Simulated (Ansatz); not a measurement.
**SrInSn (built on the SrAlGe structure): a soft mode frozen in**

Aim: this structure of SrInSn (built on the SrAlGe structure) is to be tested for unstable modes, and one is followed downhill.

Calculated with Ansatz 0.2.0; DFT PBE+D3(BJ), scalar-relativistic, plane waves, PAW.

Report form: inputs, costs, results and the conclusion, without the logs.

The structure was built from a prototype and need not be the compound's stable phase.

## 1. The system as given

The structure is hexagonal, space group P-6m2 (No. 187). The conventional cell has a = 4.827 Å, b = 4.827 Å, c = 4.650 Å, α = 90.00°, β = 90.00°, γ = 120.00°. Nearest to Sr lie 6 Sn at 3.63 Å and 6 In at 3.63 Å. Nearest to In lie 3 Sn at 2.79 Å and 6 Sr at 3.63 Å. Nearest to Sn lie 3 In at 2.79 Å and 6 Sr at 3.63 Å. Farther neighbours, and contacts between anions beyond the nearest, are not listed.

## 2. Phonons on a q mesh

Stability and thermal properties need the whole zone. Linear response on a 2×2×2 q mesh gives force constants as far as a supercell of that size would.

Contents of input.yaml:

```yaml
crystal:
  lattice:
    - [4.8274933998, 0.0, 0.0]
    - [-2.4137466999, 4.1807319208, 0.0]
    - [0.0, 0.0, 4.6501985837]
  atoms:
    - { symbol: Sr, position: [0.0, 0.0, 0.0] }
    - { symbol: In, position: [0.6666666667, 0.3333333333, 0.5] }
    - { symbol: Sn, position: [0.3333333333, 0.6666666667, 0.5] }
kpoints:
  mp_grid: { grid: [10, 10, 8] }
hamiltonian:
  xc: pbe
  dispersion: d3bj
scf:
  occupations: { method: methfessel_paxton, width: 0.15 }
output:
  eigenvalues: true
phonons:
  method: dfpt
  qmesh: [2, 2, 2]
  temperatures: { t_max: 1000, t_step: 50 }
  qpath:
    path:
      - [[0.0, 0.0, 0.0], [0.5, 0.0, 0.0], [0.33333333, 0.33333333, 0.0], [0.0, 0.0, 0.0], [0.0, 0.0, 0.5], [0.5, 0.0, 0.5], [0.33333333, 0.33333333, 0.5], [0.0, 0.0, 0.5]]
      - [[0.5, 0.0, 0.5], [0.5, 0.0, 0.0]]
      - [[0.33333333, 0.33333333, 0.5], [0.33333333, 0.33333333, 0.0]]
    npoints: 10
```

Command:

```
$ ansatz run input.yaml --threads 8 --pin off --max-ram 14336MiB --backend cpu --events-out ev --progress --plain --runs-dir out
```

The job ended after 1.9 min (8 threads of Arm Neoverse V2, shared host; peak memory 1.3 GiB).

Numbers from this step:

| Item | Value |
| --- | --- |
| volume per atom | 31.28 Å³ |
| gap on the k-mesh | 0 eV |
| sum-rule residual before enforcement | 2.67e-4 eV/Å² |
| lowest frequency on the path | -67.26 cm⁻¹ |
| point group | -6m2 |
| highest frequency on path, mesh or solved points | 186.7 cm⁻¹ |
| highest optical mode at the zone centre (no LO-TO term) | 185.5 cm⁻¹ |
| lowest optical zone-centre mode | -66.53 cm⁻¹ |
| lowest mode on the q mesh (acoustic modes at Γ apart) | -67.26 cm⁻¹ |

Frequencies (cm⁻¹) solved at each irreducible wavevector; negative means imaginary. Frequencies by wavevector, by row:

```
q in reciprocal lattice units  star  mode 1  mode 2  mode 3  mode 4  mode 5  mode 6  mode 7  mode 8  mode 9
                        0 0 0     1   -66.5       0       0       0    97.3    97.3   108.7   185.5   185.5
                     0 0 -0.5     1   -67.3    52.2    52.2      62    84.3    84.3     108   185.9   185.9
                     0 -0.5 0     3   -48.3    35.4    40.4    74.2    83.2     102   123.4   154.5   185.1
                  0 -0.5 -0.5     3   -58.6    22.6    46.9    83.7    85.9      98   119.1   160.3   182.3
```

Interpolated from a 2×2×2 q mesh. The phonon branches at the labelled points (cm⁻¹):

```
    point  branch 1  branch 2  branch 3  branch 4  branch 5  branch 6  branch 7  branch 8  branch 9
        Γ       -66         0         0         0        97        97       109       186       186
  halfway       -59        25        30        70        90        91       106       176       185
        M       -48        35        40        74        83       102       123       154       185
  halfway       -42        30        48        75        81       102       127       151       185
        K       -30        16        54        75        79       101       137       141       184
  halfway       -56        27        35        77        87        92       105       173       185
        Γ       -66         0         0         0        97        97       109       186       186
  halfway       -67        34        34        43        92        92       109       186       186
        A       -67        52        52        62        84        84       108       186       186
  halfway       -65        47        50        73        84        86       114       175       184
        L       -59        23        47        84        86        98       119       160       182
  halfway       -56        16        51        84        85       100       123       152       185
        H       -54        -8        54        84        85       102       135       136       187
  halfway       -64        43        51        78        84        86       116       171       185
        A       -67        52        52        62        84        84       108       186       186
jump to L       -59        23        47        84        86        98       119       160       182
  halfway       -53        28        44        80        83       100       121       158       184
        M       -48        35        40        74        83       102       123       154       185
jump to H       -54        -8        54        84        85       102       135       136       187
  halfway       -44         8        54        80        81       102       136       138       185
        K       -30        16        54        75        79       101       137       141       184
```

Symmetry leaves 4 wavevectors to solve. The lowest mode among them, the acoustic zeros apart, lies at q = (0, 0, -0.5) and is imaginary, 67.3i cm⁻¹, so the energy falls along it.

## 3. The mode frozen in, largest atomic shift 0 Å

The mode followed lies at Γ with frequency 66.5i cm⁻¹, one of the unstable modes though not the softest. At small amplitude the pattern taken leaves space group no. 156 by a symmetry search on the positions. The undistorted cell that holds it gives the zero of energy on the same k mesh.

input.yaml, the sections that differ from step 2:

```yaml
output:
  forces: true
  stress: true
  eigenvalues: true
# crystal, kpoints, hamiltonian, scf: as in step 2
# phonons: removed
```

It took 2 s on 8 threads; peak memory 0.49 GiB; 15 s of CPU time.

Read from the output:

| Quantity | Value |
| --- | --- |
| pressure | -3.16e-4 GPa |
| energy from the undistorted cell | 0 meV/atom |

The run ends at a pressure of 0.00 GPa.

## 4. The mode frozen in, largest atomic shift 0.45 Å

The atoms are moved along the unstable eigenvector, the largest shift by 0.45 Å, with the cell fixed.

input.yaml, the sections that differ from step 3:

```yaml
crystal:
  lattice:
    - [4.8274933998, 0.0, 0.0]
    - [-2.4137466999, 4.1807319208, 0.0]
    - [0.0, 0.0, 4.6501985837]
  atoms:
    - { symbol: Sr, position: [0.0, 0.0, -0.0062141447] }
    - { symbol: In, position: [0.6666666667, 0.3333333333, 0.5967700609] }
    - { symbol: Sn, position: [0.3333333333, 0.6666666667, 0.4109892891] }
# kpoints, hamiltonian, scf, output: as in step 3
```

It took 2.6 s on 8 threads; peak memory 0.52 GiB.

This step gave:

* pressure: -0.3464 GPa
* energy from the undistorted cell: -50.19 meV/atom

The energy, extrapolated to zero smearing, is -50.19 meV/atom against the undistorted cell.

The run ends at a pressure of -0.35 GPa, with forces up to 0.087 eV/Å.

## 5. Energy along the mode, all amplitudes (two of the runs are shown above)

An imaginary frequency means negative curvature, so the energy should fall and then rise again as anharmonic terms take over.

This step gave:

| Quantity | Value |
| --- | --- |
| depth at the lowest point sampled | 50.19 meV/atom |
| largest atomic shift at that point | 0.45 Å |

The energy from the parent by largest atomic shift:

```
largest atomic shift (Å)  energy from the parent (meV/atom)
                   0.000                                  0
                   0.040                             -0.948
                   0.080                              -3.77
                   0.140                              -11.1
                   0.220                              -24.2
                   0.320                              -40.6
                   0.450                              -50.2
                   0.600                              -16.1
```

Displacement at unit largest shift by atom:

```
atom  x (Å)  y (Å)  z (Å)  size
 Sr1   0.00   0.00  -0.06  0.06
 In2   0.00   0.00   1.00  1.00
 Sn3   0.00   0.00  -0.92  0.92
```

The lowest step is at 0.45 Å, 50.2 meV/atom below the parent, and the energy rises beyond it.

## 6. Relaxing from the distorted cell

Starting from the lowest point found, all atoms and the cell are let go, so that strain and other modes of the same symmetry can join in.

Edit input.yaml of step 4 so:

```diff
@@ -20 +20,10 @@
   eigenvalues: true
+  write_density: true
+  write_potential: true
+  elf: true
+  volumetric_format: npy
+relax:
+  adjacent_minimum: "off"
+  f_tol: 0.002
+  max_steps: 120
+  cell: { stress_tol: 0.03 }
```

Wall time 18 s (8 threads); peak memory 0.6 GiB; 2.3 min of CPU time.

Relaxation path:

```
step  energy less that of the first step (eV)  largest force component (eV/Å)  pressure (GPa)  volume (Å³)
   1                                   0.0000                          0.0869           -0.35        93.85
   2                                  -0.0054                          0.0184            0.03        93.21
   3                                  -0.0066                          0.0115            0.09        93.38
   4                                  -0.0067                          0.0046            0.03        93.62
   5                                  -0.0067                          0.0013            0.00        93.68
  6*                                  -0.0067                          0.0013            0.01        93.68
```

Relaxation steps marked * repeat the geometry before them on a plane-wave basis chosen anew for their cell, so energy and pressure can jump there.

The run keeps the 6 symmetry operations that the program found, so distortions that break them were not tested.

```
conventional cell, symmetrised  before  after  change
                         a (Å)   4.827  4.777  -1.1 %
                         b (Å)   4.827  4.777  -1.1 %
                         c (Å)   4.650  4.741  +2.0 %
              volume (Å³/atom)   31.28  31.23  -0.2 %
```

The atoms that moved most (Å, as changes of fractional coordinates times the final cell):

```
atom     dx     dy      dz  length
 In2  0.000  0.000  -0.025   0.025
 Sr1  0.000  0.000   0.020   0.020
 Sn3  0.000  0.000   0.006   0.006
```

The relaxed structure:

```cif
data_structure
_symmetry_space_group_name_H-M 'P 1'
_symmetry_Int_Tables_number 1
_cell_length_a 4.7765
_cell_length_b 4.7765
_cell_length_c 4.7413
_cell_angle_alpha 90.000
_cell_angle_beta 90.000
_cell_angle_gamma 120.000
_cell_volume 93.68
loop_
_atom_site_label
_atom_site_type_symbol
_atom_site_fract_x
_atom_site_fract_y
_atom_site_fract_z
_atom_site_occupancy
Sr1 Sr 0.00000 0.00000 0.99797 1
In2 In 0.66667 0.33333 0.59139 1
Sn3 Sn 0.33333 0.66667 0.41218 1
```

This step gave:

| Item | Value |
| --- | --- |
| pressure | 0.005092 GPa |
| volume per atom | 31.23 Å³ |

Electrostatic potential energy in the ac plane at fractional y = 0.333, with atoms of In within 0.2 Å of it. With pseudopotentials it is smooth inside the atoms' cores, unlike the true potential.

Values in eV, 13 rows by 14 columns, each cell a mean:
```
  9   7   7   7   8  10  11  11  11  11  11  11  11  10
  9   8   8   8   9  10  10   9   8   7   8   9  10  10
 10  10   9  10  10  10   8   3  -4  -9  -6   2   7  10
 10  10  10  10  10   9   5 -10 -25 -30 -27 -14   2   8
 10  10  10  10  10   8   1 -22 -33 -34 -34 -25  -5   7
 10  10  10  10  10   8   0 -23 -34 -34 -34 -26  -5   7
  9   9   8   9   9   9   4 -12 -27 -32 -29 -16   1   8
  9   8   8   8   9  10   8   3  -6 -11  -8   1   7   9
 10   9   8   8  10  10  10   9   7   6   6   8  10  10
 10   9   8   9  10  11  11  11  11  10  11  11  11  11
 10   9   8   8   9  10  11  12  12  12  12  12  11  11
  9   8   7   7   9  10  11  12  12  12  12  12  11  10
  8   7   6   7   8  10  11  12  12  12  12  12  11  10
```
Columns run along a (4.8 Å; values clipped at the 3rd and 97th percentile), rows up along c (4.7 Å). Atoms in or near the plane, at fractional coordinates: In at (0.67, 0.59).

Valence density in the ac plane at fractional y = 0.333, with atoms of In within 0.2 Å of it. It is the smooth field of the valence electrons, not physical close to the nuclei.

Values in e/Å³, 13 rows by 14 columns, each cell a mean:
```
 0  0  0  0  0  0  0  0  0  0  0  0  0  0
 0  0  0  0  0  0  0  0  0  0  0  0  0  0
 0  0  0  0  0  0  0  0  1  1  1  0  0  0
 0  0  0  0  0  0  0  1  2  4  3  1  0  0
 0  0  0  0  0  0  0  2  6 10  7  2  1  0
 0  0  0  0  0  0  0  2  6 11  8  3  1  0
 0  0  0  0  0  0  0  1  3  4  3  1  0  0
 0  0  0  0  0  0  0  0  1  1  1  0  0  0
 0  0  0  0  0  0  0  0  0  0  0  0  0  0
 0  0  0  0  0  0  0  0  0  0  0  0  0  0
 0  0  0  0  0  0  0  0  0  0  0  0  0  0
 0  0  0  0  0  0  0  0  0  0  0  0  0  0
 0  0  0  0  0  0  0  0  0  0  0  0  0  0
```
Columns run along a (4.8 Å), rows up along c (4.7 Å). Atoms in or near the plane, at fractional coordinates: In at (0.67, 0.59).

ELF in the ac plane at fractional y = 0.333, with atoms of In within 0.2 Å of it. It is the smooth field of the valence electrons, not physical close to the nuclei.

Ten even steps from '0' (0.00) to '9' (0.52), each cell a mean:
```
00110148999852
10001378777884
42113676555677
65446765323557
87678754100356
88888744000346
98889754322447
99889864444457
99999864444468
77777665444456
33333333333333
11111123444321
01110124676521
```
Columns run along a (4.8 Å), rows up along c (4.7 Å). Atoms in or near the plane, at fractional coordinates: In at (0.67, 0.59).

The distorted start has space group P3m1; the relaxation ends in P3m1.

## 7. The new phase in its own primitive cell

The relaxed structure is symmetrised, reduced to its primitive cell and relaxed tightly, as its phonons need.

Contents of input.yaml:

```yaml
crystal:
  lattice:
    - [4.7765384066, 0.0, 0.0]
    - [-2.3882692033, 4.1366036022, 0.0]
    - [0.0, 0.0, 4.7412667454]
  atoms:
    - { symbol: Sr, position: [0.0, 0.0, 0.9979691477] }
    - { symbol: In, position: [0.6666666667, 0.3333333333, 0.591394413] }
    - { symbol: Sn, position: [0.3333333333, 0.6666666667, 0.4121816446] }
kpoints:
  mp_grid: { grid: [9, 9, 8] }
hamiltonian:
  xc: pbe
  dispersion: d3bj
scf:
  occupations: { method: methfessel_paxton, width: 0.15 }
output:
  forces: true
  stress: true
  eigenvalues: true
relax:
  adjacent_minimum: "off"
  f_tol: 0.001
  max_steps: 60
  cell: { stress_tol: 0.01 }
```

The job ended after 12 s (8 threads; peak memory 0.56 GiB; 89 s of CPU time).

Step by step:

```
step  energy less that of the first step (eV)  largest force component (eV/Å)  pressure (GPa)  volume (Å³)
   1                                   0.0000                          0.0058            0.01        93.68
   2                                  -0.0001                          0.0021           -0.02        93.69
   3                                  -0.0001                          0.0014            0.00        93.59
   4                                  -0.0001                          0.0002            0.00        93.57
  5*                                  -0.0001                          0.0002            0.00        93.57
```

Relaxation steps marked * repeat the geometry before them on a plane-wave basis chosen anew for their cell, so energy and pressure can jump there.

Forces are held to the 6 operations that the program found; a distortion that breaks them can't arise in this run.

```
conventional cell, symmetrised  before  after  change
                         a (Å)   4.777  4.783  +0.1 %
                         b (Å)   4.777  4.783  +0.1 %
                         c (Å)   4.741  4.723  -0.4 %
              volume (Å³/atom)   31.23  31.19  -0.1 %
```

The relaxed structure:

```xyz
3
Lattice="4.7829 0.0000 0.0000 -2.3915 4.1422 0.0000 0.0000 0.0000 4.7230" Properties=species:S:1:pos:R:3 pbc="T T T"
Sr    0.0000    0.0000    4.7128
In    2.3915    1.3807    2.7925
Sn    0.0000    2.7614    1.9479
```

Numbers from this step:

```yaml
pressure: -6.57e-4 GPa
volume_per_atom: 31.19 Å³
```

The largest force component left is 0.20 meV/Å and the pressure is -0.001 GPa, within the tolerances set. The cell now holds 31.19 Å³/atom.

## 8. Modes of the new phase, k-mesh 9×9×8

A relaxed structure may still be a saddle point, so its zone-centre modes are computed. No field response is asked, since the mesh shows no gap.

input.yaml, the sections that differ from step 7:

```yaml
crystal:
  lattice:
    - [4.7829456628, 0.0, 0.0]
    - [-2.3914728314, 4.1421524489, 0.0]
    - [0.0, 0.0, 4.7229584854]
  atoms:
    - { symbol: Sr, position: [0.0, 0.0, 0.9978447882] }
    - { symbol: In, position: [0.6666666667, 0.3333333333, 0.591258598] }
    - { symbol: Sn, position: [0.3333333333, 0.6666666667, 0.4124418191] }
output:
  eigenvalues: true
phonons:
  method: dfpt
# kpoints, hamiltonian, scf: as in step 7
# relax: removed
```

Run time: 36 s. Hardware: 8 threads; peak memory 1.7 GiB; 4.2 min of CPU time.

This step gave:

```
sum-rule residual before enforcement                    : 6.86e-5 eV/Å²
point group                                             : 3m
highest optical mode at the zone centre (no LO-TO term) : 164.0 cm⁻¹
lowest optical zone-centre mode                         : 93.49 cm⁻¹
```

Patterns of degenerate modes are one choice out of their space. Modes at Γ, with each element's share of the kinetic energy:

```
mode  frequency (cm⁻¹)  symmetry  Sr %  In %  Sn %
   1               0.0  acoustic    27    36    37
   2               0.0  acoustic    27    36    37
   3               0.0  acoustic    27    36    37
   4              93.5        A1     1    46    54
   5             112.5        A1    72    18    10
   6             113.7         E    73    13    15
   7             113.7         E    73    13    15
   8             164.0         E     0    52    48
   9             164.0         E     0    52    48
```

Displacements in mode 4 (93.5 cm⁻¹), the largest set to 1:
```
Sr1  0.00  0.00 -0.12
In2  0.00  0.00 -0.94
Sn3  0.00  0.00  1.00
```

Displacements in mode 9 (164.0 cm⁻¹), the largest set to 1:
```
Sr1  0.00 -0.02  0.00
In2  0.00  1.00  0.00
Sn3  0.00 -0.95  0.00
```

Before it was imposed, the acoustic sum rule was missed by 6.9e-5 eV/Å². Small misses are needed for a sound result but don't prove that mesh and cutoff are converged. The lowest optical mode is real, 93.5 cm⁻¹.

## 9. The phases reached

The phases reached along the modes that were followed are set side by side.

Energies are those of the first relaxation, on the mesh of the frozen mode; space group, volume and gap are those of the last relaxation. Phases, by row:

```
            mode frozen in  space group  energy from parent (meV/atom)  volume (Å³/atom)  gap on mesh (eV)  lowest zone-centre optical mode (cm⁻¹)  largest shift (Å)
                    parent        P-6m2                              0             31.28                 0                                       –                  –
q = (0, 0, -0.5), 67i cm⁻¹        P-6m2                         -73.36             31.34                 0                                    52.6              0.587
   q = (0, 0, 0), 67i cm⁻¹         P3m1                         -52.44             31.19                 0                                    93.5              0.431
```

## 10. What came out

```yaml
unstable_mode_of_the_parent: q = (0, 0, 0), 66i cm⁻¹
depth_at_the_lowest_point_sampled: 50.2 meV/atom
largest_atomic_shift_at_that_point: 0.45 Å
space_group_reached: P3m1
energy_gained_over_the_parent_first_relaxation_on_the_mesh_of_the_frozen_mode: 52.4 meV/atom
volume_per_atom_phase_reached: 31.2 Å³
lowest_optical_zone_centre_mode_phase_reached: 93.5 cm⁻¹
highest_optical_mode_at_the_zone_centre_no_lo_to_term_phase_reached: 164 cm⁻¹
```

Along this mode the structure falls into P3m1, 52.4 meV/atom below the parent. At the parent's cell the well is 50.19 meV/atom deep on the steps tried, with its lowest point at a shift of 0.45 Å. Relaxing atoms and cell changes the gain by +2.26 meV/atom against the lowest step (energies at zero smearing). The new phase has no imaginary mode at the zone centre of its cell; other wavevectors were not checked. Of the 2 patterns followed from this parent, this one ends 20.9 meV/atom above the lowest, P-6m2. Each path keeps the symmetry of its pattern, so a lower phase may lie along a pattern not tried. With no gap, or one that is small against the smearing, the frequencies hang on the k mesh and the smearing, most of all near Kohn anomalies. The phonon runs are without spin polarisation, although the cell has an odd electron count. Spin-orbit coupling is left out, which can matter for the heavy elements here. A phonon run warned that its eigensolver left some bands unconverged in a pass. In the phonons the program holds the C6 weights of the dispersion term fixed, leaving out their change with coordination. The starting cell was built on a prototype and not taken from a measurement, so the phase need not exist.

[Long decimals in the printed logs are rounded to 6 places.]

[Logs are printed without paths, hosts, clocks, repeated set-up lines and the standing remarks that a program may print on its own settings, such as how far it seeks lower states.]

[Hosts, paths, dates, database ids (printed as entryN), source tags and the programs' standing remarks are cut or masked in the printed files.]

[Where the starting crystal was built by hand or by swapping elements, it need not be the compound's stable phase.]
